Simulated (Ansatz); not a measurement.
# C(111) slab, H on both faces (288 atoms): geometry optimisation

Aim: bring C(111) slab, H on both faces (288 atoms) to a nearby minimum of the energy and see what moves.

Method: Kohn-Sham DFT, PBE+D4, PAW (set soft_2), plane waves, in Ansatz 0.2.0.

### Step 1. The starting structure

The cell holds 288 atoms: 256 C and 32 H. Cell: a = 10.089 Å, b = 10.089 Å, c = 29.111 Å, α = 90.0°, β = 90.0°, γ = 120.0°. It derives from C (diamond-structure). Diamond-structure C (a = 3.567 Å), (111) slab of 16 atomic planes, 4 x 4 surface cells, H on the broken bonds of both faces, 12 Å of vacuum; displaced by a Gaussian of 0.02 Å. Regions: slab, 256 atoms (256 C); hydrogen, 32 atoms (32 H). Vacuum lies along c.

Limits known from the start: The Brillouin zone is sampled at Γ only, in a cell whose shortest periodic width is 9 Å.

### Step 2. Single point at the start

A single point comes first, to see the forces before anything moves.

File input.yaml:

```yaml
crystal:
  lattice:
    - [10.089, 0.0, 0.0]
    - [-5.0445, 8.73733, 0.0]
    - [0.0, 0.0, 29.11071]
  atoms:
    - { symbol: C, position: [0.33221, 0.91715, 0.26196] }
    - { symbol: C, position: [0.25004, 0.00018, 0.24461] }
    - { symbol: C, position: [0.16243, 0.82963, 0.33186] }
    - { symbol: C, position: [0.33217, 0.91389, 0.31528] }
    [... 278 atom lines left out ...]
    - { symbol: H, position: [0.74938, 0.2463, 0.20636] }
    - { symbol: H, position: [0.66606, 0.07887, 0.79442] }
    - { symbol: H, position: [0.00282, 0.50111, 0.20683] }
    - { symbol: H, position: [0.91357, 0.33087, 0.79475] }
    - { symbol: H, position: [0.00419, 0.25361, 0.20667] }
    - { symbol: H, position: [0.91805, 0.08348, 0.79418] }
kpoints:
  mp_grid: { grid: [1, 1, 1] }
hamiltonian:
  xc: pbe
  dispersion: d4
scf:
  occupations: { method: fixed }
output:
  forces: true
  populations: true
  dos:
    method: { smearing: { sigma: 0.1 } }
    de: 0.1
    projected:
      site_lists:
        C: [C]
        H: [H]
        hydrogen: [256, 257, 258, 259, 260, 261, 262, 263, 264, 265, 266, 267, 268, 269, 270, 271, 272, 273, 274, 275, 276, 277, 278, 279, 280, 281, 282, 283, 284, 285, 286, 287]
  eigenvalues: true
```

Run with:

```bash
$ ansatz run input.yaml --threads 4 --pin off --max-ram 8192MiB --backend cpu --events-out ev --progress --plain --runs-dir out
```

Wall time 2.7 min (4 threads of Arm Neoverse V1, shared host); peak memory 4.8 GiB; 10 min of CPU time.

Read from the output:

* free energy: -64761.2631 eV
* free energy per atom: -224.8655 eV/atom
* SCF cycles: 8
* r.m.s. force component: 0.9999 eV/Å
* longest force: 4.983 eV/Å
* Fermi energy: 6.257 eV
* gap (highest filled to lowest empty level): 2.46 eV
* spilling of the projection: 0.004174

The r.m.s. force component of 1.00 eV/Å sets the starting point.

Length of the force by element:

```csv
element,coordination,atoms,mean length of the force (eV/Å),spread,least,most
C,all,256,1.63,0.747,0.08,4.98
H,all,32,0.866,0.633,0.128,2.45
```

### Step 3. Relaxation

With the cell held, the atoms are moved downhill towards a nearby minimum.

input.yaml, the sections that differ from step 2:

```yaml
output:
  forces: true
relax:
  f_tol: 0.03
  max_steps: 117
# crystal, kpoints, hamiltonian, scf: as in step 2
```

It took 4.3 min on 4 threads; peak memory 4.5 GiB; 17 min of CPU time.

Step by step:

```csv
step,energy less that of the first step (eV),largest force component (eV/Å)
1,0.0000,4.4322
2,-6.3301,1.2983
3,-7.5209,0.0423
4,-7.5209,0.0426
5,-7.5219,0.0018
```

The atoms that moved most (Å):

```csv
atom,dx,dy,dz,length
C159,-0.060,-0.033,-0.093,0.115
H282,0.008,0.033,-0.096,0.102
C191,0.009,0.000,-0.090,0.090
C50,-0.011,-0.004,0.089,0.090
C242,-0.012,-0.006,0.084,0.085
C143,-0.041,0.012,-0.072,0.084
C48,-0.035,0.006,-0.070,0.078
C226,-0.017,-0.003,0.076,0.078
```

The relaxation changed the energy by -26.1 meV/atom, and atoms moved by 0.042 Å r.m.s., 0.12 Å at most.

### Step 4. Structure statistics after relaxation

Bonds before and after, by the cutoffs listed below:

```csv
pair,bonds before,bonds after,mean before (Å),mean after (Å),spread before (Å),spread after (Å)
C-C,496,496,1.545,1.541,0.027,0.004
C-H,32,32,1.092,1.109,0.030,0.000
```

Normalised to the volume that the atoms fill. g(r), total and by pair (bins of 0.1 Å):

```csv
r (Å),total,C-C,C-H,H-H
1.05,0.00,0.00,0.00,0.00
1.15,0.81,0.00,4.12,0.00
1.25,0.00,0.00,0.00,0.00
1.35,0.00,0.00,0.00,0.00
1.45,0.00,0.00,0.00,0.00
1.55,6.87,8.69,0.00,0.00
1.65,0.00,0.00,0.00,0.00
1.75,0.00,0.00,0.00,0.00
1.85,0.00,0.00,0.00,0.00
1.95,0.00,0.00,0.00,0.00
2.05,0.00,0.00,0.00,0.00
2.15,0.65,0.00,3.31,0.00
2.25,0.00,0.00,0.00,0.00
2.35,0.00,0.00,0.00,0.00
2.45,0.51,0.64,0.00,0.00
2.55,7.27,8.59,0.00,39.30
2.65,0.00,0.00,0.00,0.00
2.75,0.80,0.00,4.07,0.00
2.85,0.00,0.00,0.00,0.00
2.95,5.11,6.46,0.00,0.00
3.05,0.00,0.00,0.00,0.00
3.15,0.00,0.00,0.00,0.00
3.25,0.00,0.00,0.00,0.00
3.35,0.28,0.00,1.42,0.00
3.45,0.26,0.00,1.30,0.00
3.55,1.69,2.14,0.00,0.00
3.65,0.00,0.00,0.00,0.00
3.75,0.00,0.00,0.00,0.00
3.85,2.99,3.78,0.00,0.00
3.95,0.20,0.00,1.02,0.00
4.05,0.00,0.00,0.00,0.00
4.15,0.35,0.00,1.80,0.00
4.25,0.17,0.00,0.86,0.00
4.35,4.69,5.73,0.00,13.10
4.45,0.00,0.00,0.00,0.00
4.55,0.35,0.06,1.53,0.00
4.65,2.70,3.23,0.72,0.00
4.75,0.00,0.00,0.00,0.00
4.85,0.00,0.00,0.00,0.00
4.95,0.25,0.00,1.26,0.00
5.05,1.84,2.17,0.00,9.92
5.15,0.23,0.00,1.17,0.00
5.25,3.00,3.80,0.00,0.00
5.35,0.33,0.00,1.65,0.00
```

Bonds by pair of elements; cutoffs follow the first minimum of g(r), held within bounds set by covalent radii, and pairs that aren't listed don't count as bonded:

```csv
pair A-B,cutoff (Å),bonds,mean length (Å),spread (Å),shortest (Å),B about A,A about B
C-C,1.85,496,1.54,0.004,1.53,3.88,3.88
C-H,1.34,32,1.11,0,1.11,0.125,1
```

How many atoms have how many bonded neighbours:

```csv
element,mean,1,4
C,4,0,256
H,1,32,0
```

Bond angles (no mean is given where the spread exceeds 20°):

```csv
angle,count,mean (°),spread (°)
C-C-C,1440,110,0.5
C-C-H,96,108,0
```

First main peaks of g(r), for some of the pairs, lie near 1.52 Å (C-C), 1.12 Å (C-H) and 2.52 Å (H-H). Counting bonds as in the table, all C atoms have 4 and all H atoms have 1 bonded neighbour. The C-C-C angle averages 110° with a spread of 0.5°.

### Step 5. Single point at the relaxed geometry

The electronic structure is read at the final geometry, in a run of its own.

File input.yaml:

```yaml
crystal:
  lattice:
    - [10.089, 0.0, 0.0]
    - [-5.0445, 8.73733, 0.0]
    - [0.0, 0.0, 29.11071]
  atoms:
    - { symbol: C, position: [0.33341, 0.9166, 0.26194] }
    - { symbol: C, position: [0.25008, 0.99993, 0.24533] }
    - { symbol: C, position: [0.16674, 0.83326, 0.33262] }
    - { symbol: C, position: [0.33341, 0.91659, 0.31512] }
    [... 278 atom lines left out ...]
    - { symbol: H, position: [0.75008, 0.24992, 0.20723] }
    - { symbol: H, position: [0.66676, 0.08329, 0.79268] }
    - { symbol: H, position: [9.0e-05, 0.49994, 0.20723] }
    - { symbol: H, position: [0.91675, 0.33327, 0.79268] }
    - { symbol: H, position: [8.0e-05, 0.24993, 0.20723] }
    - { symbol: H, position: [0.91676, 0.08328, 0.79268] }
kpoints:
  mp_grid: { grid: [1, 1, 1] }
hamiltonian:
  xc: pbe
  dispersion: d4
scf:
  occupations: { method: fixed }
output:
  forces: true
  populations: true
  dos:
    method: { smearing: { sigma: 0.08 } }
    de: 0.1
    projected:
      site_lists:
        C: [C]
        H: [H]
        hydrogen: [256, 257, 258, 259, 260, 261, 262, 263, 264, 265, 266, 267, 268, 269, 270, 271, 272, 273, 274, 275, 276, 277, 278, 279, 280, 281, 282, 283, 284, 285, 286, 287]
  eigenvalues: true
  write_density: true
  write_potential: true
  volumetric_format: npy
  elf: true
```

The job ended after 2.5 min (4 threads; peak memory 4.6 GiB).

The program notes that the atoms just miss a symmetry operation and the exchange-correlation potential is rough where the density is thin.

The run gave:

| Quantity | Value |
| --- | --- |
| free energy | -64768.7850 eV |
| free energy per atom | -224.8916 eV/atom |
| SCF cycles | 8 |
| r.m.s. force component | 0.00257 eV/Å |
| longest force | 0.00855 eV/Å |
| Fermi energy | 6.148 eV |
| gap (highest filled to lowest empty level) | 2.627 eV |
| potential in mid-vacuum, over the Fermi level | 3.473 eV |
| potential 4.5 Å over the upper face | 3.473 eV |
| potential 4.5 Å under the lower face | 3.477 eV |
| spilling of the projection | 0.004126 |

Löwdin charges by element (they lack the spilled electrons, 0.015 e an atom on average):

```csv
element,coordination,atoms,mean charge (e),spread,least,most
C,all,256,-0.0013,0.0492,-0.130,0.0388
H,all,32,0.146,0,0.146,0.146
```

By region:

```csv
region,atoms,mean length of the force (eV/Å)
slab,256,0.004
hydrogen,32,0.002
```

Density of states as counts of states in windows of 1 eV (from the Fermi level), total and the larger projections:

```csv
from (eV),to (eV),total,C p,C s
-10,-9,35.6,24.8,9.1
-9,-8,49.6,41.3,7.0
-8,-7,96.4,82.3,10.4
-7,-6,105.8,90.5,11.6
-6,-5,59.8,53.7,3.7
-5,-4,126.1,116.0,5.1
-4,-3,72.7,68.5,1.2
-3,-2,57.7,55.7,0.6
-2,-1,43.8,42.6,0.4
-1,0,10.9,10.6,0.0
0,1,3.1,3.1,0.0
1,2,0.0,0.0,0.0
2,3,4.0,0.5,0.1
3,4,2.3,0.4,0.2
4,5,41.4,12.6,8.7
```

The curve was stored every 0.100 eV, coarse against its broadening of 0.08 eV, so these counts are rough.

With fixed occupations the program's Fermi level is the highest filled level; weight inside the gap is the broadening of levels at its edges.

Between -22 and -10 eV lie 394 more states.

The levels nearest the highest filled one (over half full), pooled over k-points and spins:

```csv
level less the highest filled one (eV),occupation
-0.831,2
-0.356,2
-0.351,2
-0.351,2
-2.0e-4,2
0,2
2.63,0
2.71,0
4.02,0
4.02,0
4.02,0
4.02,0
```

Planar average of the electrostatic potential energy along the normal, with the Fermi level as zero, after a running mean with a triangular window 4 Å wide at its base:

```csv
height (Å),potential energy (eV)
0.0,3.48
0.9,3.48
1.6,3.47
2.5,3.47
3.3,3.45
4.1,3.27
4.9,2.26
5.8,-1.57
6.5,-6.16
7.4,-10.31
8.3,-11.08
9.2,-11.11
9.9,-11.10
10.8,-11.11
11.6,-11.12
12.4,-11.12
13.2,-11.12
14.1,-11.12
14.8,-11.12
15.7,-11.12
16.6,-11.12
17.3,-11.12
18.2,-11.11
19.1,-11.10
19.8,-11.10
20.7,-11.09
21.5,-10.62
22.4,-7.01
23.1,-2.48
24.0,1.90
24.9,3.17
25.6,3.44
26.5,3.47
27.4,3.47
28.1,3.48
29.0,3.48
```

Mean Löwdin charges: C -0.00, H +0.15 e (they miss 0.41 % of the electrons, so they add up to more than the cell's charge). Charges this small depend on the projection, at times even in sign. The potential stands 3.47 eV above the highest filled level over the upper face and 3.48 eV under the lower one, a reading of the ionisation potential at this level on the run's k-points.

### Step 6. What came out

* energy change in the relaxation: -26.12 meV/atom
* r.m.s. displacement: 0.042 Å
* largest displacement: 0.115 Å
* free energy per atom: -224.8916 eV/atom
* r.m.s. force component: 0.00257 eV/Å
* gap (highest filled to lowest empty level): 2.627 eV
* potential in mid-vacuum, over the Fermi level: 3.473 eV
* wall time of the 3 DFT runs: 9.5 min

In words: Relaxation lowers the energy by 26.1 meV/atom and moves atoms by 0.042 Å r.m.s.; the r.m.s. force component goes from 1.00 to 0.0026 eV/Å, and the gap from 2.46 to 2.63 eV. By the final cutoffs no bond was broken or made. The r.m.s. move is of the size of the random displacements put into the start (0.035 Å r.m.s. in three dimensions). First to last step the energy falls by 7.522 eV; the largest move, 0.12 Å, is that of C159. Judged within 0.08 Å, the space group went from P1 to P-3m1. The C-H bonds change most in mean length: from 1.092 Å (spread 0.030) to 1.109 Å (spread 0.000). Counting bonds as in the table, all C atoms have 4 and all H atoms have 1 bonded neighbour. Between filled and empty levels lie 2.63 eV at Γ alone; the mesh holds the band edges only if they fold onto it, so the gap at this level can be narrower or closed, and states at the surface or the caps may set it. The potential stands 3.47 eV above the highest filled level over the upper face and 3.48 eV under the lower one, a reading of the ionisation potential at this level on the run's k-points.

[Logs are printed without paths, hosts, clocks, repeated set-up lines and the standing remarks that a program may print on its own settings, such as how far it seeks lower states.]

[Hosts, paths, dates, database ids (printed as entryN), source tags and the programs' standing remarks are cut or masked in the printed files.]
